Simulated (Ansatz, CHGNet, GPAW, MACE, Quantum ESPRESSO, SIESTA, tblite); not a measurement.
**GPAW runs on random packing of 64AlN-36Al2O3 (mol %) (86 atoms)**

Aim: run random packing of 64AlN-36Al2O3 (mol %) (86 atoms) in GPAW and see how near its forces come to a plane-wave reference, and at what cost.

Method: the method is named at each step, in GPAW 26.7.0.

## (1) Set-up

The cell holds 86 atoms: 38 Al, 18 N and 30 O. Cell: a = 9.738 Å, b = 9.738 Å, c = 9.738 Å, α = 90.0°, β = 90.0°, γ = 90.0°. 86 atoms (38 Al, 18 N, 30 O) packed at random in a cube at 3.16 g/cm³ and pushed apart as soft spheres, cations and anions kept from their own kind; a start for melting by ab initio MD, not an equilibrated structure. Then every atom was moved at random, 0.03 Å r.m.s. a Cartesian component.

The yardstick, on the same geometry:

| Item | Value |
| --- | --- |
| method | Kohn-Sham DFT, PBE, SSSP efficiency 1.3.0 pseudopotentials, plane waves (Quantum ESPRESSO 7.5); sssp-pbe-1.3.0-efficiency, cutoffs 60/480 Ry, Γ point |
| r.m.s. force component | 1.792 eV/Å |
| longest force | 6.267 eV/Å |
| pressure | 4.931 GPa |
| time | 6.1 min on 4 MPI ranks of Arm Neoverse V2, shared host |
| CPU time | 25 min |

## (2) PBE, LCAO dzp, h 0.18 Å

Method: Kohn-Sham DFT, PBE, PAW, atomic orbitals (dzp).

Input file run.py:

```python
import numpy as np
from ase.io import read
from gpaw import GPAW, FermiDirac

atoms = read("structure.xyz")
atoms.calc = GPAW(
    mode="lcao",
    basis="dzp",
    h=0.18,
    xc="PBE",
    kpts={"size": (1, 1, 1), "gamma": True},
    occupations=FermiDirac(0.05),
    maxiter=200,
    symmetry={"point_group": False},
    txt="gpaw.txt",
)
energy = atoms.get_potential_energy(force_consistent=True)
forces = atoms.get_forces()
print(f"energy {energy:.6f} eV")
print("forces (eV/A)")
for i, (a, f) in enumerate(zip(atoms, forces)):
    print(f"{i:4d} {a.symbol:2s} {f[0]:10.5f} {f[1]:10.5f} {f[2]:10.5f}")
print(f"Fermi level {atoms.calc.get_fermi_level():.4f} eV")
for k in range(len(atoms.calc.get_ibz_k_points())):
    for s in range(atoms.calc.get_number_of_spins()):
        e = atoms.calc.get_eigenvalues(kpt=k, spin=s)
        n = np.searchsorted(e, atoms.calc.get_fermi_level())
        print(f"k {k} spin {s} levels about the Fermi level:", np.round(e[max(n - 6, 0):n], 4).tolist(), "|", np.round(e[n:n + 6], 4).tolist())
```

Input file structure.xyz:

```xyz
86
Lattice="9.73820 0.00000 0.00000 0.00000 9.73820 0.00000 0.00000 0.00000 9.73820" Properties=species:S:1:pos:R:3 pbc="T T T"
Al 9.64491 2.62191 2.62328
Al 0.44601 5.40519 4.59049
Al 8.71540 4.38482 7.35517
Al 8.26238 8.65745 5.15297
Al 5.53363 6.30996 6.65401
Al 4.56838 2.10209 5.04478
Al 0.48116 4.61951 0.46831
Al 2.80022 8.45285 3.49971
Al 2.26102 3.35510 6.95122
Al 2.73984 4.36018 3.32443
Al 7.30190 6.78626 3.93842
Al 8.26910 5.75722 1.46521
Al 7.18231 7.04403 8.43503
Al 6.79025 8.61753 2.31905
Al 1.96137 7.47680 1.20199
Al 6.47678 3.60099 1.01540
Al 8.29276 1.98727 7.81578
Al 2.06898 5.20906 8.45597
Al 6.29906 2.31195 3.34449
Al 4.28120 8.88017 1.58538
Al 1.18251 1.78530 9.11525
Al 1.86370 9.16472 9.10668
Al 4.05216 9.72418 7.38146
Al 6.48944 0.24657 7.32605
Al 2.16120 7.59940 7.22574
Al 6.23878 4.64356 8.50427
Al 8.67829 8.43708 0.25524
Al 5.93047 9.32559 4.59419
Al 4.77785 1.63650 1.55441
Al 8.63106 1.22604 4.34596
Al 1.71587 0.23751 1.93362
Al 9.46183 7.58060 7.08814
Al 7.70905 1.42226 0.31834
Al 1.90937 0.72102 6.41699
Al 7.54487 4.47246 3.36007
Al 2.89312 3.05575 0.80379
Al 9.13950 9.36270 2.52570
Al 3.84639 5.92336 1.85240
N 1.68159 3.59661 9.18264
N 4.44481 3.46417 3.67997
N 6.59997 2.79720 8.40514
N 4.81778 0.78626 3.70587
N 2.28409 7.31436 9.08827
N 3.31722 8.68949 5.77943
N 2.60808 0.93740 0.41193
N 7.89846 2.71482 1.82728
N 7.36724 0.68177 5.73044
N 3.29784 6.14812 7.25058
N 0.53482 8.68297 1.27337
N 5.29174 1.55996 6.63016
N 4.95022 4.49223 1.62803
N 4.63538 3.81913 6.36498
N 4.77873 7.94949 7.50825
N 4.44442 3.13726 9.42073
N 0.89221 6.57027 5.97351
N 6.67573 9.42453 9.36396
[... 26 atom lines left out ...]
O 9.41148 1.04023 1.16858
O 7.38730 7.55645 6.30558
O 0.49275 2.13257 5.09483
O 4.73471 5.34355 8.95340
```

Run with:

```
> OMP_NUM_THREADS=1 python run.py > output.txt
```

The log of the run:

```text
energy -449.489621 eV
forces (eV/A)
   0 Al    0.48779    0.43391   -0.08103
   1 Al    0.22758   -0.61772    1.10069
   2 Al   -0.25862    1.63223   -1.99460
   3 Al    1.55730    1.24455    0.94042
   4 Al   -2.49909   -0.50331   -2.92503
   5 Al   -2.63540    1.25642    1.54942
   6 Al   -0.54002    1.02466    0.27446
   7 Al    0.74359   -2.20800    5.75018
   8 Al    1.93048   -0.69188   -2.16431
   9 Al    0.04263   -1.47562    2.47895
  10 Al   -2.28375   -0.97714    0.87824
  11 Al    0.46589    3.44970    0.37785
  12 Al   -2.73670    2.08470    1.55812
  13 Al   -0.27274   -0.57926   -1.87299
  14 Al   -3.45797   -3.93165   -0.66958
  15 Al   -0.79122    0.97043   -1.30669
  16 Al    0.32074   -2.96986   -2.30731
  17 Al    2.34107    5.50430    0.60690
  18 Al    0.33079   -1.01669    1.05949
  19 Al    0.26832   -1.90727   -2.06344
  20 Al   -0.75931    0.47704   -0.95042
  21 Al    0.65512    0.30124    0.94688
  22 Al    1.33615   -0.62632    0.23971
  23 Al    1.26571   -0.91806    2.17287
[...]
78 O     0.59692    2.71727   -2.69252
  79 O    -0.61352    0.68148   -0.21104
  80 O     0.34431   -3.53106    3.76070
  81 O    -2.14238   -0.93656    4.23520
  82 O     0.73500    2.50481   -0.58059
  83 O     2.64699    0.54894    1.62269
  84 O    -1.16231   -1.39159   -1.11072
  85 O     0.93324    0.18768   -0.78691
Fermi level 6.8539 eV
k 0 spin 0 levels about the Fermi level: [6.5871, 6.5999, 6.6612, 6.6886, 6.7728, 6.8368] | [6.8847, 6.9149, 7.0031, 7.0561, 7.1423, 7.2218]
```

gpaw.txt:

```text
Input parameters:
  mode=LCAO(),
  basis={'default': 'dzp'},
  h=0.18,
  kpts=MonkhorstPack(size=(1, 1, 1), gamma=True),
  maxiter=200,
  occupations=Occupations(name='fermi-dirac', width=0.05, fixmagmom=False),
  symmetry=Symmetry(point_group=False),
  xc=XC(name='PBE')
Unit cell  # Å
| periodic |        x |        y |        z |  lengths |    angles |
|----------|----------|----------|----------|----------|-----------|
|      yes | 9.738200 | 0.000000 | 0.000000 | 9.738200 | 90.000000 |
|      yes | 0.000000 | 9.738200 | 0.000000 | 9.738200 | 90.000000 |
|      yes | 0.000000 | 0.000000 | 9.738200 | 9.738200 | 90.000000 |
Number of symmetries: 1
Symmetry operations  # r_c * U_cc + t_c -> r_c
|   | kind |            matrix            |
|---|------|------------------------------|
| 0 |  E   |  1, 0, 0,  0, 1, 0,  0, 0, 1 |
BZ-sampling:
  Number of BZ points: 1
  Number of IBZ points: 1
  Monkhorst-Pack size: [1, 1, 1]
  Monkhorst-Pack shift: [0, 0, 0]
[... lines left out ...]
  Fermi-Dirac:
[... lines left out ...]
    Stencil: 6*3+1=19 point O(h^6) finite-difference Laplacian
xc functional:
  name: PBE with 2 nearest neighbor stencil
interpolation: tri-quintic # 5. degree polynomial
Initialization done in: 9.557 s
convergence criteria:
- Maximum [total energy] change in last 3 cyles: 0.0005 eV / valence electron
- Maximum integral of absolute [dens]ity change: 0.0001 electrons / valence electron
- Maximum integral of absolute [eigenst]ate change: 4e-08 eV^2 / valence electron
maximum number of iterations: 200
SCF iterations
|iter     |      energy | eigst |  dens |
|---------|-------------|-------|-------|
|iter:   1| -497.595153 |      c|       |
|iter:   2| -478.976989 |      c| -0.73 |
|iter:   3| -471.753530 |      c| -0.82 |
|iter:   4| -456.436050 |      c| -1.00 |
[...]
|iter:  10| -449.472914 |      c| -1.66 |
|iter:  11| -449.444557 |      c| -2.00 |
|iter:  12| -449.383952c|      c| -2.11 |
|iter:  13| -449.355955c|      c| -2.33 |
|iter:  14| -449.351009c|      c| -2.53 |
[...]
|iter:  24| -449.341777c|      c| -3.81 |
|iter:  25| -449.341606c|      c| -3.91 |
|iter:  26| -449.341645c|      c| -4.03c|
Converged in 26 steps
SCF loop duration: 656.395 s (25.246 s/step)
Energy contributions relative to reference atoms: (reference = -338826.640176)
Energy contributions:
  Kinetic:         543.866121
  Coulomb:        -425.978091
  Zero:              8.084057
  External:          0.000000
  Xc:             -575.165756
  Entropy:          -0.295951
  Spinorbit:         0.000000
  ----------------------------
  Free energy:    -449.489621
  Extrapolated:   -449.341645
dipole moment: (-46.136924, 44.247086, 0.232789)  # |e|*Ang
Fermi level: 6.854
Eigenvalues  # (at kpt = [0.000, 0.000, 0.000])
| band index |      eig [eV] | occ [0-2] |
|------------|---------------|-----------|
|          0 |       -13.610 |     2.000 |
|        ... |               |           |
|        184 |         6.479 |     1.999 |
|        185 |         6.516 |     1.998 |
[...]
|        199 |         7.312 |     0.000 |
|        ... |               |           |
|        234 |        10.990 |     0.000 |
Gap: 0.048 eV
Transition (v -> c):
  (s=0, k=0, n=191, [0.00, 0.00, 0.00]) -> (s=0, k=0, n=192, [0.00, 0.00, 0.00])
No difference between direct/indirect transitions
Force computation time: 62.268  # s
timing:  # [seconds]
  Total:  728.251  # ━━━━━━━━━━━━━━━━━━━━━━━━━━━━━━━━━━━━━━━━━━━━━━━━━━━━━━━━
  Init:     9.556  # ╸
  SCF:    656.395  # ━━━━━━━━━━━━━━━━━━━━━━━━━━━━━━━━━━━━━━━━━━━━━━━━━━╸
  Forces:  62.268  # ━━━━━
```

Run time: 12 min. Hardware: 1 thread of Arm Neoverse V2, shared host; peak memory 1.9 GiB.

Banners, paths, timers and routine set-up lines are dropped from the logs unmarked, and long logs keep their key lines alone; longer cuts are marked.

Against the reference:

- r.m.s. force component: 1.731 eV/Å
- r.m.s. difference of force components: 200.6 meV/Å
- longest difference of force vectors: 689.4 meV/Å
- force difference over r.m.s. force: 11.19 %
- slope of forces against the reference's: 0.9599
- correlation of force components: 0.9941

Length of the force difference by element (eV/Å):

```tsv
element	atoms	mean	most
Al	38	0.34	0.69
N	18	0.24	0.39
O	30	0.35	0.56
```

The surroundings of O73, picked at random, nearest first, numbered as they follow in the input and with coordinates relative to it.

```tsv
atom	x	y	z	distance (Å)	Fx	Fy	Fz (eV/Å)
O73	0.00	0.00	0.00	0.00	-1.04	-1.14	-1.56
Al27	-1.31	0.15	1.25	1.82	0.91	0.27	-1.47
Al32	-0.53	-0.70	-1.65	1.87	-0.95	0.18	1.00
Al22	1.61	0.88	0.37	1.88	0.66	0.30	0.95
O60	-1.11	1.45	-1.28	2.23	-3.00	2.57	0.82
N43	2.04	-0.97	0.35	2.28	-0.60	0.74	-1.03
N49	0.29	0.40	2.27	2.32	3.23	0.42	0.04
Al25	1.91	-0.68	-1.52	2.53	2.23	-0.39	-4.48
O64	0.61	0.60	-2.42	2.57	0.90	0.50	-0.36
```

Atoms are counted from 1 here, from 0 in the log.

Forces lie 11 % from the reference's, at 0.50 times its CPU time (on 1 against 4 cores).

The forces add up to 0.55 eV/Å instead of zero, usually a sign of too coarse a grid.

## (3) PBE, LCAO dzp, h 0.18 Å, other mixer settings

Method: Kohn-Sham DFT, PBE, PAW, atomic orbitals (dzp).

Edit run.py of step 2 so:

```diff
@@ -2,3 +2,4 @@
 from ase.io import read
-from gpaw import GPAW, FermiDirac
+from gpaw import GPAW, FermiDirac, Mixer
+from ase.parallel import parprint as print
 
@@ -12,2 +13,3 @@
     occupations=FermiDirac(0.05),
+    mixer=Mixer(0.1, 5, 50),
     maxiter=200,
```

structure.xyz is that of step 2.

Run with:

```
> OMP_NUM_THREADS=1 mpirun -np 2 gpaw python run.py > output.txt
```

The log of the run:

```text
energy -449.489624 eV
forces (eV/A)
   0 Al    0.48956    0.43439   -0.07862
   1 Al    0.22740   -0.61606    1.10002
   2 Al   -0.25743    1.63367   -1.99677
   3 Al    1.55833    1.24415    0.93983
   4 Al   -2.49899   -0.50569   -2.92556
   5 Al   -2.63529    1.25715    1.54949
[...]
83 O     2.65094    0.54626    1.62113
  84 O    -1.15863   -1.38040   -1.11145
  85 O     0.93752    0.19450   -0.78879
Fermi level 6.8540 eV
k 0 spin 0 levels about the Fermi level: [6.5871, 6.5999, 6.6613, 6.6885, 6.7729, 6.8367] | [6.8848, 6.9148, 7.0031, 7.0562, 7.1422, 7.2217]
```

gpaw.txt:

```text
Input parameters:
  mode=LCAO(),
  basis={'default': 'dzp'},
  h=0.18,
  kpts=MonkhorstPack(size=(1, 1, 1), gamma=True),
  maxiter=200,
[... lines left out ...]
  occupations=Occupations(name='fermi-dirac', width=0.05, fixmagmom=False),
[... lines left out ...]
  Fermi-Dirac:
[... lines left out ...]
convergence criteria:
- Maximum [total energy] change in last 3 cyles: 0.0005 eV / valence electron
[... lines left out ...]
Converged in 41 steps
[... lines left out ...]
  Free energy:    -449.489624
[... lines left out ...]
Fermi level: 6.854
[... lines left out ...]
|        ... |               |           |
|        184 |         6.479 |     1.999 |
|        185 |         6.516 |     1.998 |
[...]
|        199 |         7.313 |     0.000 |
|        ... |               |           |
|        234 |        10.990 |     0.000 |
Gap: 0.048 eV
Transition (v -> c):
  (s=0, k=0, n=191, [0.00, 0.00, 0.00]) -> (s=0, k=0, n=192, [0.00, 0.00, 0.00])
No difference between direct/indirect transitions
Force computation time: 31.595  # s
```

Run time: 9.9 min. Hardware: 2 MPI ranks; peak memory 2.1 GiB; 20 min of CPU time.

Against the reference:

| Item | Value |
| --- | --- |
| r.m.s. force component | 1.732 eV/Å |
| r.m.s. difference of force components | 200.6 meV/Å |
| longest difference of force vectors | 690.9 meV/Å |
| force difference over r.m.s. force | 11.19 % |
| slope of forces against the reference's | 0.9604 |
| correlation of force components | 0.9941 |
| energy less the same-level run's | 0 meV/atom |
| r.m.s. force difference from the same-level run | 3.896 meV/Å |

Against the first run (11 %), the force difference from the reference is 11 %, at 1.6 times the CPU time (on 2 against 1 cores) (41 SCF steps against 26): another solver or mixer reaches the same state.

The forces add up to 0.56 eV/Å instead of zero, usually a sign of too coarse a grid.

## (4) PBE, LCAO sz(dzp), h 0.18 Å

Method: Kohn-Sham DFT, PBE, PAW, atomic orbitals (sz(dzp)).

Edit run.py of step 3 so:

```diff
@@ -2,4 +2,3 @@
 from ase.io import read
-from gpaw import GPAW, FermiDirac, Mixer
-from ase.parallel import parprint as print
+from gpaw import GPAW, FermiDirac
 
@@ -8,3 +7,3 @@
     mode="lcao",
-    basis="dzp",
+    basis="sz(dzp)",
     h=0.18,
@@ -13,3 +12,2 @@
     occupations=FermiDirac(0.05),
-    mixer=Mixer(0.1, 5, 50),
     maxiter=200,
```

structure.xyz is that of step 3.

Run with:

```
> OMP_NUM_THREADS=1 python run.py > output.txt
```

The log of the run:

```text
energy -368.180139 eV
forces (eV/A)
   0 Al    0.80921    0.85751   -0.39704
   1 Al    0.36695    0.17559    0.35929
   2 Al   -0.19415    1.30130   -2.53847
   3 Al    2.53886    1.36274    0.75616
   4 Al   -3.52652   -0.92556   -3.89164
   5 Al   -3.22487    1.46887    1.75739
[...]
83 O     2.12176    0.17058    2.16320
  84 O    -0.28007   -0.99787   -0.57193
  85 O    -0.80697    0.74308    0.14246
Fermi level 7.9288 eV
k 0 spin 0 levels about the Fermi level: [7.5978, 7.6435, 7.7241, 7.7663, 7.8624, 7.921] | [7.9699, 7.985, 8.0183, 8.1037, 8.1889, 8.2707]
```

gpaw.txt:

```text
Input parameters:
  mode=LCAO(),
  basis={'default': 'sz(dzp)'},
  h=0.18,
  kpts=MonkhorstPack(size=(1, 1, 1), gamma=True),
  maxiter=200,
  occupations=Occupations(name='fermi-dirac', width=0.05, fixmagmom=False),
[... lines left out ...]
  Fermi-Dirac:
[... lines left out ...]
convergence criteria:
- Maximum [total energy] change in last 3 cyles: 0.0005 eV / valence electron
[... lines left out ...]
Converged in 27 steps
[... lines left out ...]
  Free energy:    -368.180139
[... lines left out ...]
Fermi level: 7.929
[... lines left out ...]
|        ... |               |           |
|        234 |        12.149 |     0.000 |
Gap: 0.049 eV
Transition (v -> c):
  (s=0, k=0, n=191, [0.00, 0.00, 0.00]) -> (s=0, k=0, n=192, [0.00, 0.00, 0.00])
No difference between direct/indirect transitions
Force computation time: 11.360  # s
timing:  # [seconds]
  Total:  162.617  # ━━━━━━━━━━━━━━━━━━━━━━━━━━━━━━━━━━━━━━━━━━━━━━━━━━━━━━━━
  Init:     6.913  # ━━╸
  SCF:    144.314  # ━━━━━━━━━━━━━━━━━━━━━━━━━━━━━━━━━━━━━━━━━━━━━━━━━╸
  Forces:  11.360  # ━━━━
```

Elapsed: 2.7 min, on 1 thread; peak memory 1.4 GiB.

Compared with the plane-wave run:

* r.m.s. force component: 1.842 eV/Å
* r.m.s. difference of force components: 702.8 meV/Å
* longest difference of force vectors: 2604 meV/Å
* force difference over r.m.s. force: 39.21 %
* slope of forces against the reference's: 0.9509
* correlation of force components: 0.9255

This is a coarse setting, run to see what it loses.

Against the first run (11 %), the force difference from the reference is 39 %, at 0.22 times the CPU time, with 344 basis functions against 1118: the smaller basis costs accuracy.

The forces add up to 0.54 eV/Å instead of zero, usually a sign of too coarse a grid.

## (5) PBE, grid h 0.2 Å

Method: Kohn-Sham DFT, PBE, PAW, finite differences on a real-space grid.

Edit run.py of step 4 so:

```diff
@@ -3,2 +3,3 @@
 from gpaw import GPAW, FermiDirac
+from ase.parallel import parprint as print
 
@@ -6,5 +7,4 @@
 atoms.calc = GPAW(
-    mode="lcao",
-    basis="sz(dzp)",
-    h=0.18,
+    mode="fd",
+    h=0.2,
     xc="PBE",
@@ -14,2 +14,3 @@
     symmetry={"point_group": False},
+    nbands=230,
     txt="gpaw.txt",
```

structure.xyz is that of step 4.

Run with:

```
> OMP_NUM_THREADS=1 mpirun -np 2 gpaw python run.py > output.txt
```

The log of the run:

```text
energy -481.237629 eV
forces (eV/A)
   0 Al    0.16934    0.33140   -0.20376
   1 Al    0.31106   -0.96136    1.58626
   2 Al   -0.23856    1.88451   -1.94078
   3 Al    1.25430    1.16595    1.20167
   4 Al   -2.45895   -0.20439   -3.04504
   5 Al   -2.58909    1.18754    1.46238
[...]
83 O     2.88721    0.63956    1.50109
  84 O    -1.37113   -1.56400   -1.22240
  85 O     1.32693    0.00215   -0.92651
Fermi level 6.7691 eV
k 0 spin 0 levels about the Fermi level: [6.508, 6.5235, 6.5788, 6.6034, 6.6851, 6.7492] | [6.8013, 6.8308, 6.9273, 6.9727, 7.0584, 7.1404]
```

gpaw.txt:

```text
Input parameters:
  mode=FD(),
  h=0.2,
  kpts=MonkhorstPack(size=(1, 1, 1), gamma=True),
  maxiter=200,
  nbands=230,
  occupations=Occupations(name='fermi-dirac', width=0.05, fixmagmom=False),
[... lines left out ...]
  Converge bands: occupied
[... lines left out ...]
  Fermi-Dirac:
[... lines left out ...]
convergence criteria:
- Maximum [total energy] change in last 3 cyles: 0.0005 eV / valence electron
[... lines left out ...]
Converged in 31 steps
[... lines left out ...]
  Free energy:    -481.237629
[... lines left out ...]
Fermi level: 6.769
[... lines left out ...]
|        ... |               |           |
|        184 |         6.395 |     1.999 |
|        185 |         6.432 |     1.998 |
[...]
|        199 |         7.229 |     0.000 |
|        ... |               |           |
|        229 |        10.389 |     0.000 |
Gap: 0.052 eV
Transition (v -> c):
  (s=0, k=0, n=191, [0.00, 0.00, 0.00]) -> (s=0, k=0, n=192, [0.00, 0.00, 0.00])
No difference between direct/indirect transitions
Force computation time: 3.282  # s
```

Run time: 3.6 min. Hardware: 2 MPI ranks; peak memory 1.6 GiB; 7.2 min of CPU time.

Numbers from this run, and their distance from the reference:

```
r.m.s. force component                  : 1.792 eV/Å
r.m.s. difference of force components   : 85.79 meV/Å
longest difference of force vectors     : 578.5 meV/Å
force difference over r.m.s. force      : 4.786 %
slope of forces against the reference's : 0.9984
correlation of force components         : 0.9989
```

Against the first run (11 %), the force difference from the reference is 4.8 %, at 0.59 times the CPU time (on 2 against 1 cores).

The difference per atom is largest on N (0.28 eV/Å on average, against 0.071 on O). The forces add up to 1.2 eV/Å instead of zero, usually a sign of too coarse a grid.

(Continued in part 2 of 2.)

[Also dropped from logs without a mark: logging warnings of Python, and SIESTA's first energy breakdown and zero terms.]

[Logs are printed without paths, hosts, clocks, repeated set-up lines and the standing remarks that a program may print on its own settings, such as how far it seeks lower states.]

[Hosts, paths, dates, database ids (printed as entryN), source tags and the programs' standing remarks are cut or masked in the printed files.]
